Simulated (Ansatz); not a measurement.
# Heat carried by phonons in CdS (Greenockite, P6_3mc), part 2 of 2

How well does the lattice of CdS (Greenockite) conduct heat?

Measurements to reproduce:
- thermal conductivity 16 W/m/K near room temperature (given in “Combining the AFLOW GIBBS and Elastic Libraries to efficiently and robustly screen thermo-mechanical properties of solids”, 2017, arXiv:1611.05714)

Ansatz 0.2.0; DFT LDA, scalar-relativistic, plane waves, PAW; PAW set soft_1.

So far. Step 2 (Probe on a coarse mesh): The start is under -3.1 GPa at this level and looks like an insulator or semiconductor on this mesh. Step 4 (Tight relaxation): The residual pressure is -0.0017 GPa, small enough for phonons. The relaxed cell has a = 4.074, c = 6.639 Å (conventional setting).

The database entry behind the starting cell differs from later determinations by our own check (about 0.35 % long), so it need not match the best structure at ambient conditions.

## 5. Anharmonic force constants and conductivity

The supercell must be wider than twice the pair cutoff, and the number of displaced cells grows with the pairs inside it, which is where the cost lies.

The input, input.yaml:

```yaml
crystal:
  lattice:
    - [4.0738436099, 0.0, 0.0]
    - [-2.0369218049, 3.5280520572, 0.0]
    - [0.0, 0.0, 6.6387608611]
  atoms:
    - { symbol: Cd, position: [0.3333333333, 0.6666666667, -0.0005357185] }
    - { symbol: Cd, position: [0.6666666667, 0.3333333333, 0.4994642815] }
    - { symbol: S, position: [0.3333333333, 0.6666666667, 0.3755357185] }
    - { symbol: S, position: [0.6666666667, 0.3333333333, 0.8755357185] }
kpoints:
  mp_grid: { grid: [9, 9, 4] }
hamiltonian:
  xc: lda
  pseudopotentials: { kind: paw, azcp: { folder: soft_1 }, xc_functional: pbe }
scf:
  occupations: { method: fixed }
  lower_state_search: "off"
output:
  eigenvalues: true
phonons:
  method: fd
  dielectric: true
  supercell: [3, 3, 2]
  temperatures: { t_max: 1000, t_step: 50 }
  qpath:
    path:
      - [[0.0, 0.0, 0.0], [0.5, 0.0, 0.0], [0.33333333, 0.33333333, 0.0], [0.0, 0.0, 0.0], [0.0, 0.0, 0.5], [0.5, 0.0, 0.5], [0.33333333, 0.33333333, 0.5], [0.0, 0.0, 0.5]]
      - [[0.5, 0.0, 0.5], [0.5, 0.0, 0.0]]
      - [[0.33333333, 0.33333333, 0.0], [0.33333333, 0.33333333, 0.5]]
    npoints: 10
  third_order: { supercell: [3, 3, 2], pair_cutoff: 4.928 }
  lattice_thermal_conductivity:
    qmesh: [15, 15, 7]
    temperatures: [100.0, 150.0, 200.0, 300.0, 400.0, 500.0, 600.0, 800.0]
    isotope_mass_variance:
      - { species: Cd, variance: 0.0002716 }
      - { species: S, variance: 0.0001651 }
```

On the command line:

```
> ansatz run input.yaml --threads 18 --pin off --max-ram 92160MiB --backend cuda --events-out ev --progress --plain --runs-dir out --max-vram 78GiB
```

Numbers of over 12 decimals in the logs are rounded to 6 here.

The program printed:

```text
Warning: phonons: the dynamical matrix that this run interpolates holds no multipole term above the dipole-dipole one, and a site of this crystal is no centre of inversion, so its interpolated transverse optical and acoustic branches and sound speeds can stay off near Gamma, and the density of states and the thermodynamics with them. What a run solves at a wave vector of phonons.qpoints, Gamma apart, where the deck admits one, is free of this, and under fd what a larger phonons.supercell samples
Warning: phonons.dielectric: true without phonons.rigid_motions: the static dielectric tensor ε⁰ will be withheld (ε∞, Z* and the rows of modes are given); for a crystal or a slab, whose only rigid motions are the translations, set phonons.rigid_motions: translations
[...]
Crystal: 72 atoms, lattice volume = 1717.508 Å³
Basis set: ecut = 420 eV, 33567 PW (Γ)
Bands: 562, of which v1, the nominal top of the filled ones, is band 468 counted from 1 (467 counted from 0)
Symmetry: 216 space group operations
k-points: 6 of 18
[...]
SCF iter   1: F=—  HF=-323593.346239 eV  |F-HF|=—  |Δ(HF+E_count)|=         —  Δρ=3.80e-8  dr2=2.42e-11  ethr=1.00e-12  ⟨swp⟩=3.0  Hψ=8334  notcnv=0
[...]
SCF iter   2: F=-323593.346239 eV  HF=-323593.346239 eV  |F-HF|=1.75e-10  |Δ(HF+E_count)|=  1.16e-10  Δρ=1.84e-8  dr2=7.21e-12  ethr=1.00e-12  ⟨swp⟩=3.0  Hψ=7932  notcnv=0
SCF 1 converged in 2 iterations: F = -323593.346239 eV  dr2 = 7.21e-12
[...]
Crystal: 4 atoms, lattice volume = 95.417 Å³
Basis set: ecut = 420 eV, 1811 PW (Γ), exchange–correlation on 60×60×96 points (8 copies of the dense FFT grid, shifted against one another)
Bands: 32, of which v1, the nominal top of the filled ones, is band 26 counted from 1 (25 counted from 0)
Symmetry: 12 space group operations
k-points: 95 of 324 (irreducible under 2 space group operations, time reversal used)
[...]
SCF iter   1: F=—  HF=-17977.407139 eV  |F-HF|=—  |Δ(HF+E_count)|=         —  Δρ=3.64e-6  dr2=8.84e-9  ethr=4.76e-7  ⟨swp⟩=4.2  Hψ=19373  notcnv=0  defer=379
[...]
SCF 2 converged in 7 iterations: F = -17977.408126 eV  dr2 = 7.69e-11
[...]
6.409958    -0.000000     0.000000
       -0.000000     6.409958    -0.000000
       -0.000000    -0.000000     6.516669
  ε⁰ (static dielectric tensor): not given — the deck does not say what the cell's rigid motions are, and on a molecule in a box or a wire the rigid rotations would enter the sum over the modes at Γ. For a crystal or a slab, whose only rigid motions are the translations, set phonons.rigid_motions: translations.
  Born effective charges Z* (e; rows j = field, columns β = displacement):
    site 0:
         2.06434   -0.00000    0.00000
        -0.00000    2.06434   -0.00000
         0.00000   -0.00000    2.16393
    site 1:
         2.06434   -0.00000    0.00000
        -0.00000    2.06434   -0.00000
        -0.00000   -0.00000    2.16393
    site 2:
        -2.06434    0.00000   -0.00000
         0.00000   -2.06434    0.00000
         0.00000    0.00000   -2.16393
    site 3:
        -2.06434    0.00000    0.00000
         0.00000   -2.06434    0.00000
        -0.00000    0.00000   -2.16393
  Z* charge neutrality: 1.115e-2 e pre-enforcement
  solved inside a basis spanned on the 9×9×4 k-mesh, on 12×12×6 k-points transformed towards the longest dipole: ε∞ is read to err by 3.1e-2, Z* by 2.9e-2 e; Z* is corrected for what the basis lacks
  optical modes at Γ without the LO–TO term, one row a degenerate level:
      ω (cm⁻¹)  modes    IR ((D/Å)²/amu)
         42.04      2             0.0000
        136.87      1             0.0000
        240.51      1             8.6613
        247.59      2            15.7649
        260.68      2             0.0000
        306.80      1             0.0000
  optical modes at Γ + LO–TO along q̂ = [1.0000, 0.0000, 0.0000]:
      ω (cm⁻¹)  modes    IR ((D/Å)²/amu)
         42.04      2             0.0000
        136.87      1             0.0000
        240.51      1             8.6613
        247.59      1             7.8824
        260.68      2             0.0000
        297.97      1             7.8824
        306.80      1             0.0000
  optical modes at Γ + LO–TO along q̂ = [0.0000, 1.0000, 0.0000]:
      ω (cm⁻¹)  modes    IR ((D/Å)²/amu)
         42.04      2             0.0000
        136.87      1             0.0000
        240.51      1             8.6613
        247.59      1             7.8824
        260.68      2             0.0000
        297.97      1             7.8824
        306.80      1             0.0000
  optical modes at Γ + LO–TO along q̂ = [0.0000, 0.0000, 1.0000]:
      ω (cm⁻¹)  modes    IR ((D/Å)²/amu)
         42.04      2             0.0000
        136.87      1             0.0000
        247.59      2            15.7649
        260.68      2             0.0000
        295.90      1             8.6613
        306.80      1             0.0000
  density of states and harmonic sums: on the 18×18×10 q-mesh, interpolated from the force constants of a 3×3×2 supercell (with the dipole–dipole term)
  largest difference from the sums on the solved wave vectors: F 4.35e-2 eV, S 5.78e-5 and C_V 1.43e-5 eV/K
  zero-point energy: 0.133799 eV/cell   skipped modes (ω ≤ 0): 3   left out of the sums: 7.72e-5 of the cell's modes: C_V's classical limit lies that fraction below 3 k_B per atom; for a crystal, a wire or a layer, F and S can be off by more, and a phonons.interpolated_qmesh denser along its periods is the remedy for the sampling
--- Third-order force constants: 356 member SCFs in a 3×3×2 supercell (pair cutoff 4.928 Å, amplitude 0.03 Å, SCF threshold 1.00e-9 eV, Σ member SCF iterations 2828) ---
  symmetry images taken by loose's conditions (phonons.symmetry_images: auto; settled by the asymmetry read); asymmetry of the core-correction force 5.4e-8 eV/Å at the most on a site, 2.5e-6 eV/Å summed over every site of the supercell
  sum-rule residual: 1.444e-1 → 3.322e-14 eV/Å³; symmetrization residual: 4.485e-2 eV/Å³; largest sum-rule correction relative to its orbit: 4.650e-1, on the orbit of the block of home site 0 with site 2 of cell (0, 0, -1) and site 2 of cell (0, 0, -1), whose norm before the correction was 1.813e-1 eV/Å³
--- Lattice thermal conductivity: 15×15×7 mesh (108 irreducible points), tetrahedron method ---
  three-phonon and isotope scattering only; four-phonon, boundary and, in a metal, phonon-electron scattering are left out
  each conductivity is what the modes' populations carry and what the coherences between them add
  conductivity (a third of the tensor's trace), W/(m K), in the relaxation-time approximation and from the full solution:
       T (K)   relaxation time   full solution  iterations             ending  least Ritz value
      100.00           48.0796         53.5998           7          converged          6.451e-1
      150.00           31.0379         34.7235           8          converged          6.104e-1
      200.00           23.1072         25.9502           8          converged          5.876e-1
      300.00           15.5250         17.5497           8          converged          5.590e-1
      400.00           11.7844         13.3850           8          converged          5.416e-1
      500.00            9.5282         10.8600           8          converged          5.299e-1
      600.00            8.0112          9.1548           8          converged          5.214e-1
      800.00            6.0933          6.9877           9          converged          5.100e-1
```

Wall time 14 min (1 × NVIDIA GB200 with 18 threads of Arm Neoverse V2, shared host); peak memory 5.6 GiB; 1.9 h of CPU time.

Numbers from this step:

```yaml
lowest_frequency_on_the_path: 0 cm⁻¹
zero_point_energy: 0.1338 eV/cell
point_group: 6mm
highest_frequency: 309.1 cm⁻¹
debye_temperature_from_the_second_moment: 388 K
kappa_at_300_k_relaxation_time: 15.52 W/m/K
kappa_at_300_k_full_solution: 17.55 W/m/K
dipole_term: run
mean_free_path_at_half_of_kappa: 91.5 nm
share_of_kappa_above_the_three_lowest_branches: 0.288
third_order_blocks: 1444
periodic_aliases_dropped: 168
largest_relative_sum_rule_correction: 0.4650
displaced_cells_third_order: 356
```

LO-TO term included. The phonon branches at the labelled points (cm⁻¹):

```tsv
point	branch 1	branch 2	branch 3	branch 4	branch 9	branch 10	branch 11	branch 12
Γ	0	0	0	42	261	261	298	307
halfway	31	39	48	75	273	280	298	305
M	43	62	62	68	285	286	300	309
halfway	57	63	67	70	280	292	297	308
K	67	67	68	75	288	290	290	309
halfway	43	44	56	74	276	282	300	303
Γ	0	0	0	42	261	261	298	307
halfway	21	21	41	41	259	259	297	305
A	35	35	35	35	254	254	301	301
halfway	46	46	55	55	272	272	298	298
L	52	52	54	54	277	277	304	304
halfway	47	47	66	66	285	285	302	302
H	45	45	74	74	291	291	300	300
halfway	52	52	54	54	275	275	297	297
A	35	35	35	35	254	254	301	301
jump to L	52	52	54	54	277	277	304	304
halfway	47	56	60	61	282	283	301	308
M	43	62	62	68	285	286	300	309
jump to K	67	67	68	75	288	290	290	309
halfway	56	56	70	75	291	291	292	306
H	45	45	74	74	291	291	300	300
```

W/m/K. Kappa, by row:

```tsv
T (K)	RTA xx	RTA yy	RTA zz	full xx	full yy	full zz	coherence part xx	coherence part yy	coherence part zz	ending	iterations	least Ritz value
100	46.5	46.5	51.24	52.97	52.97	54.85	0.02686	0.02686	0.005185	converged	7	0.645
150	30.37	30.37	32.38	34.84	34.84	34.49	0.038	0.038	0.009632	converged	8	0.61
200	22.74	22.74	23.85	26.25	26.25	25.36	0.04435	0.04435	0.01339	converged	8	0.588
300	15.36	15.36	15.85	17.9	17.9	16.84	0.05098	0.05098	0.01945	converged	8	0.559
400	11.69	11.69	11.97	13.72	13.72	12.72	0.055	0.055	0.02449	converged	8	0.542
500	9.469	9.469	9.646	11.17	11.17	10.25	0.05826	0.05826	0.02898	converged	8	0.53
600	7.971	7.971	8.092	9.433	9.433	8.598	0.06119	0.06119	0.03308	converged	8	0.521
800	6.071	6.071	6.137	7.221	7.221	6.521	0.06656	0.06656	0.04046	converged	9	0.51
```

Lattice thermal conductivity against temperature:

```tsv
temperature (K)	RTA xx (W/m/K)	RTA zz (W/m/K)	full xx (W/m/K)	full zz (W/m/K)
100	46.5	51.2	53.0	54.9
150	30.4	32.4	34.8	34.5
200	22.7	23.9	26.2	25.4
300	15.4	15.8	17.9	16.8
400	11.7	12.0	13.7	12.7
500	9.47	9.65	11.2	10.2
600	7.97	8.09	9.43	8.60
800	6.07	6.14	7.22	6.52
```

The modes has structure finer than the step of the table below, so its rows give means over 10 cm⁻¹, whole bins alone (the curve runs from -10 to 328 cm⁻¹). Peaks (cm⁻¹: height): Cd 49.6: 0.112, 138.9: 0.0945, 270.8: 0.0224; S 47.4: 0.0202, 270.8: 0.137, 298.5: 0.164.

Phonopy on the run's constants, 17x17x9 mesh, Gaussian sigma 2.4 cm⁻¹. Modes against wavenumber; means over each step; values in 1/cm⁻¹/cell:

```tsv
wavenumber (cm⁻¹)	Cd	S
0	1.4e-4	3.8e-5
10	0.00153	4.2e-4
20	0.00546	0.00145
30	0.0149	0.00362
40	0.0500	0.0104
50	0.106	0.0188
60	0.0979	0.0148
70	0.0677	0.00857
80	0.00887	0.00130
90	0.00509	9.2e-4
100	0.00710	0.00112
110	0.0119	0.00152
120	0.0211	0.00193
130	0.0514	0.00255
140	0.0764	0.00146
150	0.00575	7.4e-5
160	0	0
170	0	0
180	0	0
190	0	0
200	0	0
210	0	0
220	0	0
230	4.5e-7	2.6e-6
240	3.5e-4	0.00130
250	0.00450	0.0181
260	0.0123	0.0587
270	0.0200	0.120
280	0.0116	0.102
290	0.00574	0.0618
300	0.0117	0.133
310	0.00265	0.0358
320	5.3e-6	7.8e-5
```

Distinct triplets, nearest first. Third order norms, by row:

```tsv
sites	side 1 (Å)	side 2 (Å)	side 3 (Å)	norm of the 27 components (eV/Å³)
Cd-Cd-Cd	0	0	0	53.95
S-S-S	0	0	0	58.31
Cd-S-S	0	2.49	2.49	23.72
Cd-S-Cd	0	2.49	2.49	23.62
Cd-Cd-S	0	2.5	2.5	23.02
Cd-S-S	0	2.5	2.5	23.27
Cd-Cd-S	2.49	2.49	4.07	0.419
Cd-S-S	2.49	2.49	4.07	0.682
Cd-Cd-S	2.49	2.5	4.07	0.429
Cd-S-S	2.49	2.5	4.07	0.642
Cd-Cd-Cd	0	4.07	4.07	0.399
Cd-Cd-Cd	4.07	4.07	4.07	0.061
Cd-Cd-Cd	4.07	4.07	4.07	0.023
Cd-Cd-Cd	0	4.07	4.07	0.413
Cd-Cd-Cd	0	4.07	4.07	0.472
S-S-S	0	4.07	4.07	1.033
S-S-S	4.07	4.07	4.07	0.035
S-S-S	4.07	4.07	4.07	0.146
S-S-S	4.07	4.07	4.07	0.172
S-S-S	4.07	4.07	4.07	0.024
S-S-S	0	4.07	4.07	1.082
S-S-S	0	4.07	4.07	1.043
Cd-Cd-S	2.49	4.07	4.14	0.112
Cd-S-S	2.49	4.07	4.14	0.067
Cd-S-S	0	4.14	4.14	0.113
Cd-S-Cd	0	4.14	4.14	0.12
Cd-S-Cd	2.49	4.07	4.78	0.087
Cd-S-S	2.49	4.07	4.78	0.078
Cd-Cd-S	2.5	4.07	4.78	0.078
Cd-S-S	2.5	4.07	4.78	0.082
```

Born charge (rows field, columns displacement) (e), principal values of the symmetric part by kind of site:

```tsv
atom	atoms with these values	low	middle	high	mean
Cd1	2	2.06	2.06	2.16	2.10
S3	2	-2.16	-2.06	-2.06	-2.10
```

In full for S3:

```
-2.06  0.00  0.00
 0.00 -2.06  0.00
 0.00  0.00 -2.16
```

RTA, 300 K. Kappa by branch, by row:

```tsv
branch (by rank)	mean frequency (THz)	mean rms speed (km/s)	median lifetime (ps)	share of kappa
1	1.32	0.96	45.2	0.215
2	1.47	1.08	48.8	0.284
3	1.7	0.86	39.3	0.213
4	1.96	0.91	26.7	0.142
5	3.48	1.79	6.61	0.104
6	4.07	0.72	7.47	0.013
7	7.92	0.64	3.52	0.004
8	8.02	0.66	3.76	0.005
9	8.29	0.68	6.51	0.009
10	8.44	0.7	8.93	0.01
11	8.94	0.28	2.41	0.001
12	9.1	0.37	2.25	0.001
```

Table of spectral kappa at 300 K by frequency; read off at these points; values in W/m/K/THz:

```tsv
frequency (THz)	relaxation time (W/m/K/THz)	full solution (W/m/K/THz)
0.10	0	0
0.30	1.81	1.85
0.50	3.53	3.73
0.70	8.02	8.60
0.90	6.32	7.04
1.10	11.8	13.6
1.30	7.66	9.50
1.50	13.2	15.2
1.90	6.46	7.22
2.10	2.65	2.93
2.30	0.749	0.808
2.50	0.494	0.520
2.90	0.286	0.279
3.10	0.286	0.274
3.30	0.523	0.537
3.50	0.350	0.344
3.90	0.676	0.779
4.10	0.609	0.732
4.30	0.126	0.140
4.50	0	0
4.90	0	0
5.10	0	0
5.30	0	0
5.50	0	0
5.90	0	0
6.10	0	0
6.30	0	0
6.50	0	0
6.90	0	0
7.10	0	0
7.30	0.00184	8.6e-4
7.50	0.0241	0.0318
7.90	0.292	0.337
8.10	0.449	0.482
8.30	0.478	0.522
8.50	0.551	0.638
8.90	0.0727	0.126
9.10	0.0650	0.161
9.30	0.00216	0.00853
```

Relaxation-time solution. The share of κ carried by shorter paths by mean free path:

```tsv
mean free path (nm)	100 K	300 K	800 K
0.464	0	0	0.001
0.681	0	0	0.003
1	0	0.001	0.006
1.47	0	0.002	0.012
2.15	0	0.004	0.024
3.16	0	0.009	0.049
4.64	0.001	0.019	0.086
6.81	0.003	0.034	0.103
10	0.006	0.069	0.143
14.7	0.009	0.084	0.233
21.5	0.016	0.108	0.362
31.6	0.04	0.172	0.479
46.4	0.053	0.295	0.624
68.1	0.083	0.409	0.743
100	0.161	0.539	0.8
147	0.26	0.668	0.876
215	0.341	0.744	0.935
316	0.419	0.852	0.938
464	0.502	0.87	1
681	0.627	0.932	1
1000	0.749	0.947	1
1470	0.819	1	1
2150	0.9	1	1
3160	0.91	1	1
4640	0.953	1	1
6810	1	1	1
```

300 K; a sample spread over frequency. Mode lifetimes, by row, the first 40 of 90 rows:

```tsv
q1	q2	q3	branch	frequency (THz)	rms speed (km/s)	three-phonon rate (1/ps)	isotope rate (1/ps)	lifetime (ps)	mean free path (nm)
0	0.0667	0	1	0.258	1.36	0.00488	3.82e-7	205	278
0	0	0.2857	1	0.695	1.36	0.00437	4.23e-5	226	309
0	0	0.4286	2	0.948	0.98	0.00702	1.84e-4	139	136
0	0.1333	0.2857	2	1.075	1.98	0.0112	3.52e-4	86.5	172
0	0.0667	0.1429	3	1.149	3.82	0.00691	5.26e-4	135	514
0.0667	0.2	0.2857	2	1.226	1.39	0.0133	8.43e-4	70.9	98.5
0	0.1333	0.2857	3	1.27	0.37	0.0188	0.00127	49.8	18.4
0.0667	0.3333	0.1429	1	1.325	1.04	0.0209	0.00179	44.1	45.8
0.0667	0.1333	0.2857	3	1.371	0.76	0.0189	0.00251	46.8	35.4
0.0667	0.4	0.1429	1	1.389	0.97	0.0211	0.00265	42.1	40.9
0.1333	0.2667	0.1429	1	1.42	1.17	0.0176	0.00342	47.6	55.6
0	0.2667	0	3	1.464	0.75	0.0192	0.00285	45.3	34
0.0667	0.0667	0.4286	4	1.497	1.59	0.0112	0.00323	69.1	110
0.2	0.2	0	2	1.522	1.15	0.0125	0.00388	60.9	70
0	0.4667	0.4286	1	1.555	0.14	0.0227	0.00389	37.6	5.24
0	0.3333	0.2857	3	1.595	0.68	0.0191	0.00325	44.8	30.6
0	0.4667	0.4286	3	1.625	0.67	0.0231	0.00328	37.9	25.5
0.0667	0.4	0.4286	3	1.679	0.92	0.021	0.0032	41.4	38
0.1333	0.4	0.2857	2	1.712	0.91	0.0256	0.00386	33.9	30.7
0	0.4	0.1429	3	1.748	0.61	0.0236	0.00471	35.3	21.6
0.2	0.3333	0	1	1.79	1.23	0.0183	0.00454	43.7	53.6
0.2667	0.3333	0.1429	1	1.815	1.11	0.0274	0.00437	31.5	34.8
0.1333	0.4	0.4286	3	1.858	1.13	0.0257	0.00461	33	37.2
0.2	0.2667	0.4286	3	1.905	1.01	0.0257	0.00429	33.3	33.7
0.0667	0.3333	0.2857	4	1.941	1.12	0.0322	0.00429	27.4	30.8
0.2	0.3333	0.1429	3	1.991	0.81	0.0364	0.00423	24.6	20.1
0	0.2667	0.2857	4	2.034	0.97	0.0326	0.00506	26.5	25.7
0.1333	0.3333	0.1429	4	2.077	0.78	0.0408	0.00445	22.1	17.2
0.2	0.2	0.1429	4	2.124	0.77	0.0462	0.00457	19.7	15.2
0.2	0.2667	0	4	2.166	0.33	0.0492	0.00381	18.9	6.14
0	0.1333	0.2857	5	2.224	3.47	0.0795	0.00174	12.3	42.7
0	0	0.4286	5	2.691	3.32	0.28	8.43e-4	3.56	11.8
0.0667	0.2667	0.1429	5	3.227	2.58	0.262	0.00133	3.8	9.8
0.1333	0.2667	0.1429	5	3.463	2.06	0.246	0.00253	4.02	8.28
0.1333	0.3333	0	5	3.685	1.39	0.165	0.00468	5.88	8.19
0.0667	0.4	0	5	3.822	1.08	0.159	0.00769	6.01	6.51
0.0667	0.2667	0.4286	6	3.91	1.58	0.156	0.0123	5.95	9.4
0	0.4667	0.1429	5	3.975	0.77	0.138	0.0131	6.64	5.09
0	0.3333	0.4286	6	4.03	1.41	0.126	0.017	7.01	9.88
0	0.0667	0	6	4.084	0.19	0.136	0.0176	6.5	1.26
```

Without the LO-TO term. Gamma linewidths, by row:

```tsv
branch	frequency (cm⁻¹)	three-phonon rate (1/ps)	isotope rate (1/ps)	FWHM (cm⁻¹)
4	42	0.0256	0.00157	0.144
5	42	0.0256	0.00157	0.144
6	136.9	0.116	0.0172	0.706
7	240.5	0.862	0	4.58
8	247.6	0.647	7.77e-4	3.44
9	247.6	0.647	7.77e-4	3.44
10	260.7	0.372	0.032	2.15
11	260.7	0.372	0.032	2.15
12	306.8	0.247	0.025	1.44
```

W/m/K, third of the trace; RTA populations with a boundary rate v/L added to each mode (Matthiessen's rule). Kappa by grain size, by row:

```tsv
T (K)	bulk	10 nm	30 nm	100 nm	300 nm	1000 nm	10000 nm	100000 nm
100	48.06	2.469	5.804	12.56	21.33	31.66	44.5	47.63
300	15.48	2.36	4.623	7.998	11.04	13.43	15.2	15.45
600	7.959	1.923	3.396	5.191	6.506	7.37	7.888	7.952
```

W/m/K, third of the trace; RTA populations with the isotope rates scaled. Kappa by mass disorder, by row:

```tsv
T (K)	no isotopes	as typed	variance x 3	variance x 10	variance x 30
100	63.38	48.06	35.88	22.58	13.46
300	17.36	15.48	13.25	9.72	6.504
600	8.486	7.959	7.221	5.775	4.143
```

At 300 K the relaxation-time value is 15.5 W/(m K).

## 6. Outcome

```json
{
 "highest frequency": "309.1 cm⁻¹",
 "Debye temperature from the second moment": "388 K",
 "κ at 300 K (relaxation time)": "15.52 W/m/K",
 "κ at 300 K (full solution)": "17.55 W/m/K",
 "mean free path at half of κ": "91.5 nm",
 "share of κ above the three lowest branches": "0.288"
}
```

The lattice of CdS (Greenockite) conducts 17.6 W/(m K) at 300 K by LDA (mean over directions, full solution). The full solution lies +13 % from the relaxation-time value at 300 K. Above 300 K the relaxation-time κ falls as T^-0.95, near the 1/T law of three-phonon scattering. Grains of 100 nm would keep 52 % of the bulk value at 300 K, and grains of 1 µm 87 %. Removing the natural isotope disorder raises κ at 300 K by 12 %. A measured thermal conductivity near room temperature is 16 W/m/K (arXiv:1611.05714); the calculated 17.6 W/m/K differs by +10 %. Part of this agreement may be a cancellation, since four-phonon scattering and the shift of frequencies with temperature are both left out. The sum rules changed one orbit of cubic constants by up to 46 %; by the manual a large change points to a short cutoff or, on a small and distant orbit, to noisy forces. The conductivities include the coherence part between close branches; the shares for grains, isotopes, branches and paths are of the relaxation-time populations alone. Cubic couplings among atoms farther apart than the pair cutoff are dropped, and neither the cutoff nor the q-mesh was shown to be converged here. The interpolation has no quadrupole term, so branches near the zone centre are less sure, since this crystal has sites that are not centres of inversion. The PAW files were made for PBE and are used here under another functional, for which the program regenerates the frozen cores.

[Logs are printed without paths, hosts, clocks, repeated set-up lines and the standing remarks that a program may print on its own settings, such as how far it seeks lower states.]

[Hosts, paths, dates, database ids (printed as entryN), source tags and the programs' standing remarks are cut or masked in the printed files.]

[A step with changed settings may run another functional than the one named; its input shows which.]
